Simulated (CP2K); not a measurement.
The C K edge of isobutene was computed by TDDFT (CP2K XAS_TDP, aug-cc-pVDZ, TDA) at these levels: PBE0, PBEh(45%) and PBEh(45%) + GW2X. The first three lines of C1 (bonded to C and 3 H) with a strength over 0.0015, energy in eV and strength:

| run | first | second | third |
| --- | --- | --- | --- |
| 1 | 277.14 (0.002) | 277.92 (0.005) | 278.02 (0.002) |
| 2 | 283.65 (0.004) | 283.67 (0.005) | 284.48 (0.019) |
| 3 | 290.01 (0.004) | 290.03 (0.005) | 290.84 (0.019) |

Question: Which run is which?

Run 1: PBE0 (25 % exact exchange). Run 2: PBEh(45%) (45 % exact exchange). Run 3: PBEh(45%) + GW2X (45 % exact exchange). Self-interaction lifts the core level, so the uncorrected lines rise with the share of exact exchange. The GW2X run keeps the spacings of its parent: 0.02 eV between the first two lines in run 3, 0.02 eV in run 2. Its shift is +6.36 eV, since the Kohn–Sham level at this share of exchange lies that far above the quasiparticle level.

[Hosts, paths, dates, database ids (printed as entryN), source tags and the programs' standing remarks are cut or masked in the printed files.]
